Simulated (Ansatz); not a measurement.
**NaSnI3 (model cell, started as cubic perovskite with Sn in the octahedra): relaxing the cell for a phonon run**

Task: relax NaSnI3 (model cell, started as cubic perovskite with Sn in the octahedra) tightly.

Calculated with Ansatz 0.2.0; DFT LDA, scalar-relativistic, plane waves, PAW.

Most raw output is cut from this account.

The structure was built from a prototype and need not be the compound's stable phase.

**1. The structure**

It takes space group Pm-3m (No. 221, cubic). Conventional cell: a = 6.468 Å, b = 6.468 Å, c = 6.468 Å, α = 90.00°, β = 90.00°, γ = 90.00°. Na has 12 I at 4.57 Å nearest. Nearest to Sn lie 6 I at 3.23 Å. Nearest to I lie 2 Sn at 3.23 Å. Farther neighbours and most contacts between anions are not listed.

**2. A coarse first look**

First a cheap look: the gap decides the mesh and the occupations, the pressure tells how far the cell has to move.

input.yaml

```yaml
crystal:
  lattice:
    - [6.468, 0.0, 0.0]
    - [0.0, 6.468, 0.0]
    - [0.0, 0.0, 6.468]
  atoms:
    - { symbol: Na, position: [0.0, 0.0, 0.0] }
    - { symbol: Sn, position: [0.5, 0.5, 0.5] }
    - { symbol: I, position: [0.5, 0.5, 0.0] }
    - { symbol: I, position: [0.5, 0.0, 0.5] }
    - { symbol: I, position: [0.0, 0.5, 0.5] }
kpoints:
  mp_grid: { grid: [4, 4, 4] }
hamiltonian:
  xc: lda
scf:
  occupations: { method: gaussian, width: 0.1 }
output:
  forces: true
  stress: true
  eigenvalues: true
```

Run with:

```bash
$ ansatz run input.yaml --threads 8 --pin off --max-ram 14336MiB --backend cpu --events-out ev --progress --plain --runs-dir out
```

The job ended after 3.2 s (8 threads of Arm Neoverse V1, shared host; peak memory 0.83 GiB).

Numbers from this step:

```yaml
pressure: -2.586 GPa
volume_per_atom: 54.12 Å³
gap_on_the_k_mesh: 0.7556 eV
direct_gap_on_mesh: 0.7556 eV
```

The coarse mesh shows a gap of 0.76 eV and a pressure of -2.6 GPa.

**3. Bringing the structure to rest, k-mesh 4×4×4, smearing width 0.02 eV**

Harmonic phonons are second derivatives at a point where the forces vanish, and they are wanted at zero stress, so atoms and cell are relaxed first.

input.yaml, the sections that differ from step 2:

```yaml
scf:
  occupations: { method: gaussian, width: 0.02 }
output:
  forces: true
  stress: true
  eigenvalues: true
  write_density: true
  write_potential: true
  elf: true
  volumetric_format: npy
relax:
  adjacent_minimum: "off"
  f_tol: 0.005
  max_steps: 80
  cell: { stress_tol: 0.05 }
# crystal, kpoints, hamiltonian: as in step 2
```

It took 27 s on 8 threads; peak memory 0.88 GiB; 68 s of CPU time.

The steps of the relaxation:

| step | energy less that of the first step (eV) | largest force component (eV/Å) | pressure (GPa) | volume (Å³) |
| --- | --- | --- | --- | --- |
| 1 | 0.0000 | 0.0000 | -2.59 | 270.59 |
| 2 | -0.2887 | 0.0000 | -1.93 | 250.53 |
| 3 | -0.4962 | 0.0000 | 0.42 | 214.78 |
| 4 | -0.5005 | 0.0000 | -0.12 | 220.40 |
| 5 | -0.5012 | 0.0000 | 0.00 | 219.12 |
| 6* | -0.4962 | 0.0000 | -0.01 | 219.12 |

Relaxation steps marked * repeat the geometry before them on a plane-wave basis chosen anew for their cell, so energy and pressure can jump there.

The run keeps the 48 symmetry operations that it works with, so distortions that break them were not tested.

| conventional cell, symmetrised | before | after | change |
| --- | --- | --- | --- |
| a (Å) | 6.468 | 6.029 | -6.8 % |
| b (Å) | 6.468 | 6.029 | -6.8 % |
| c (Å) | 6.468 | 6.029 | -6.8 % |
| volume (Å³/atom) | 54.12 | 43.82 | -19.0 % |

This step gave:

```
pressure          : -0.01384 GPa
volume per atom   : 43.82 Å³
gap on the k-mesh : 0 eV
```

ELF in the ac plane at fractional y = 0.500, with atoms of Sn and I within 0.2 Å of it. It is the smooth field of the valence electrons, not physical close to the nuclei.

Ten even steps from '0' (0.01) to '9' (0.78), each cell a mean:
```
00149985236897200
00026987667984100
32003788788851012
86311256766410147
99731123443211589
88962234444324898
67874343224436876
34775341002446863
44775341002447762
46775342113436875
78873344444325888
99851133333212799
98510135554211369
53101577777631024
10015887778973001
00038986447896200
00159974436898300
```
Columns run along a (6.0 Å), rows up along c (6.0 Å). Atoms in or near the plane, at fractional coordinates: Sn at (0.50, 0.50), I at (0.50, 0.00), I at (0.00, 0.50).

Valence density in the ac plane at fractional y = 0.500, with atoms of Sn and I within 0.2 Å of it. It is the smooth field of the valence electrons, not physical close to the nuclei.

Ten steps, logarithmic in the rise over the least value, from '0' (0 e/Å³) to '9' (16 e/Å³), each cell a mean:
```
00001247996310000
00001235664210000
00000123332110000
00000012221100000
21100011211100111
33211112332111123
65321135664211246
98422247886312369
98532247986322369
86421236775212357
44211123443111234
22110012221100122
11000011221100011
00000112322100000
00000124543210000
00001246885310000
00001248996320000
```
Columns run along a (6.0 Å), rows up along c (6.0 Å). Atoms in or near the plane, at fractional coordinates: Sn at (0.50, 0.50), I at (0.50, 0.00), I at (0.00, 0.50).

Electrostatic potential energy in the ac plane at fractional y = 0.500, with atoms of Sn and I within 0.2 Å of it. With pseudopotentials it is smooth inside the atoms' cores, unlike the true potential.

Values in eV, 9 rows by 16 columns, each cell a mean:
```
  9   9   9   8   6  -3 -13  -2   2  -9 -10   3   8   9   9   9
  8   9   9   9   8   6   1  -5  -6  -3   3   7   8   9   9   9
  0   2   6   7   7   6   3  -1  -2   1   4   7   7   7   4   1
 -4 -12  -8   3   4  -2 -10  -3   1  -8  -8   2   4  -1 -12  -8
 17  -2 -14   0   3  -7  -7  16  19   6 -12  -1   3  -7 -13  10
-10 -11  -3   4   5   1  -8  -8  -7  -9  -4   4   6   2  -8 -11
  5   6   7   8   8   6   4   2   1   3   5   7   8   8   7   5
  9   9   9   9   8   4  -4 -10 -10  -8   0   6   8   9   9   9
  9   9   9   8   6  -6 -12   6  12  -4 -12   1   7   9   9   9
```
Columns run along a (6.0 Å; values clipped at the 3rd and 97th percentile), rows up along c (6.0 Å). Atoms in or near the plane, at fractional coordinates: Sn at (0.50, 0.50), I at (0.50, 0.00), I at (0.00, 0.50).

In this step the volume went from 54.12 to 43.82 Å³/atom.

**4. Relaxation, k-mesh 6×6×6, smearing width 0.1 eV**

The relaxation is repeated from its end, on the mesh and smearing that suit the cell and gap now reached.

input.yaml

```yaml
crystal:
  lattice:
    - [6.0287258465, 0.0, 0.0]
    - [0.0, 6.0287258465, 0.0]
    - [0.0, 0.0, 6.0287258465]
  atoms:
    - { symbol: Na, position: [0.0, 0.0, 0.0] }
    - { symbol: Sn, position: [0.5, 0.5, 0.5] }
    - { symbol: I, position: [0.5, 0.5, 0.0] }
    - { symbol: I, position: [0.5, 0.0, 0.5] }
    - { symbol: I, position: [0.0, 0.5, 0.5] }
kpoints:
  mp_grid: { grid: [6, 6, 6] }
hamiltonian:
  xc: lda
scf:
  occupations: { method: gaussian, width: 0.1 }
output:
  forces: true
  stress: true
  eigenvalues: true
relax:
  adjacent_minimum: "off"
  f_tol: 0.005
  max_steps: 80
  cell: { stress_tol: 0.05 }
```

It took 21 s on 8 threads; peak memory 0.83 GiB; 63 s of CPU time.

Relaxation path:

| step | energy less that of the first step (eV) | largest force component (eV/Å) | pressure (GPa) | volume (Å³) |
| --- | --- | --- | --- | --- |
| 1 | 0.0000 | 0.0000 | -0.18 | 219.12 |
| 2 | -0.0011 | 0.0000 | -0.08 | 218.03 |
| 3 | -0.0014 | 0.0000 | 0.00 | 217.08 |
| 4* | -0.0012 | 0.0000 | 0.00 | 217.08 |

Relaxation steps marked * repeat the geometry before them on a plane-wave basis chosen anew for their cell, so energy and pressure can jump there.

Forces are held to the 48 operations that the run works with; a distortion that breaks them can't arise in this run.

| conventional cell, symmetrised | before | after | change |
| --- | --- | --- | --- |
| a (Å) | 6.029 | 6.010 | -0.3 % |
| b (Å) | 6.029 | 6.010 | -0.3 % |
| c (Å) | 6.029 | 6.010 | -0.3 % |
| volume (Å³/atom) | 43.82 | 43.42 | -0.9 % |

Numbers from this step:

```
pressure        : 0.001958 GPa
volume per atom : 43.42 Å³
```

In this step the volume went from 43.82 to 43.42 Å³/atom.

**5. Relaxing to small forces for the phonons**

Phonons need a cell at rest on their own settings, so the relaxation is repeated with tight tolerances on forces and stress, using the mesh and the filling of the phonon run that follows.

input.yaml

```yaml
crystal:
  lattice:
    - [6.0100029661, 0.0, 0.0]
    - [0.0, 6.0100029661, 0.0]
    - [0.0, 0.0, 6.0100029661]
  atoms:
    - { symbol: Na, position: [0.0, 0.0, 0.0] }
    - { symbol: Sn, position: [0.5, 0.5, 0.5] }
    - { symbol: I, position: [0.5, 0.5, 0.0] }
    - { symbol: I, position: [0.5, 0.0, 0.5] }
    - { symbol: I, position: [0.0, 0.5, 0.5] }
kpoints:
  mp_grid: { grid: [6, 6, 6] }
hamiltonian:
  xc: lda
scf:
  occupations: { method: methfessel_paxton, width: 0.15 }
output:
  forces: true
  stress: true
  eigenvalues: true
relax:
  adjacent_minimum: "off"
  f_tol: 0.001
  max_steps: 60
  cell: { stress_tol: 0.01 }
```

Wall time 12 s (8 threads); peak memory 0.82 GiB.

Little changed from the start: no atom moved by 0.005 Å and no cell edge by 0.1 %.

This step gave:

```yaml
pressure: 4.09e-4 GPa
```

The forces vanish by symmetry and the pressure is 0.000 GPa, within the tolerances set. The cell now holds 43.42 Å³/atom.

**6. Outcome**

| Property | Result |
| --- | --- |
| space group after relaxation (within 0.01 Å) | Pm-3m |
| lattice constant a | 6.010 Å |
| lattice constant b | 6.010 Å |
| lattice constant c | 6.010 Å |
| volume per atom | 43.4 Å³ |

What this shows: The forces vanish by symmetry and the pressure is 0.000 GPa, within the tolerances set. The cell now holds 43.42 Å³/atom. The relaxation keeps the symmetry of its start, so it says nothing on stability against lower symmetry. Spin-orbit coupling is left out, which can matter for the heavy elements here. The starting cell was built on a prototype and not taken from a measurement, so the phase need not exist.

[Logs are printed without paths, hosts, clocks, repeated set-up lines and the standing remarks that a program may print on its own settings, such as how far it seeks lower states.]

[Hosts, paths, dates, database ids (printed as entryN), source tags and the programs' standing remarks are cut or masked in the printed files.]
